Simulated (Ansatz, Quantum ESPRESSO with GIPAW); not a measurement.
# Reading a 13C spectrum of B4CCl6O

A crystal of composition B4CCl6O (one database entry, not always the ambient form) has the 13C spectrum and parameters below, calculated by GIPAW (PBE; shifts against TMS, scatter of the reference line 1 ppm; spans on the shift scale).

Simulated spectrum: 13C static powder, 14.1 T (151.0 MHz), lines broadened by 6.7 ppm; rigid lattice, with dipolar and J couplings left out.

δ (ppm), intensity and a bar:
```
      335       0.00 
      322       0.00 
      310       0.01 
      297       0.60 ##################
      293       1.00 ##############################
      285       0.57 #################
      272       0.38 ###########
      259       0.30 #########
      248       0.26 ########
      235       0.23 #######
      222       0.21 ######
      210       0.19 ######
      197       0.18 #####
      185       0.17 #####
      172       0.16 #####
      160       0.15 #####
      147       0.15 ####
      134       0.14 ####
      123       0.14 ####
      110       0.13 ####
       97       0.13 ####
       85       0.12 ####
       72       0.12 ####
       60       0.12 ###
       47       0.11 ###
       35       0.11 ###
       22       0.11 ###
        9       0.11 ###
       -2       0.10 ###
      -15       0.10 ###
      -28       0.10 ###
      -40       0.02 #
      -53       0.00 
      -65       0.00 
      -77       0.00
```

Most prominent maxima (ppm: height): 293: 1.00.

| line | δ_iso (ppm) | relative area | span (ppm) | skew |
| --- | --- | --- | --- | --- |
| A | 184.5 | 1 | 332.7 | 1.00 |

What coordination and symmetry does each C site have?

A: skew ±1 point to an axis of order three or more.  The structure behind these values (space group R3m; other structures could give like values):

| line | surroundings | neighbours | bonds (Å) | site symmetry |
| --- | --- | --- | --- | --- |
| A | COB | 2 | 1.14 to 1.50 | 3m |

[Banner, clock, file and message-heading lines were taken out of the pw.x and gipaw.x logs.]

[Logs are printed without paths, hosts, clocks, repeated set-up lines and the standing remarks that a program may print on its own settings, such as how far it seeks lower states.]

[Hosts, paths, dates, database ids (printed as entryN), source tags and the programs' standing remarks are cut or masked in the printed files.]
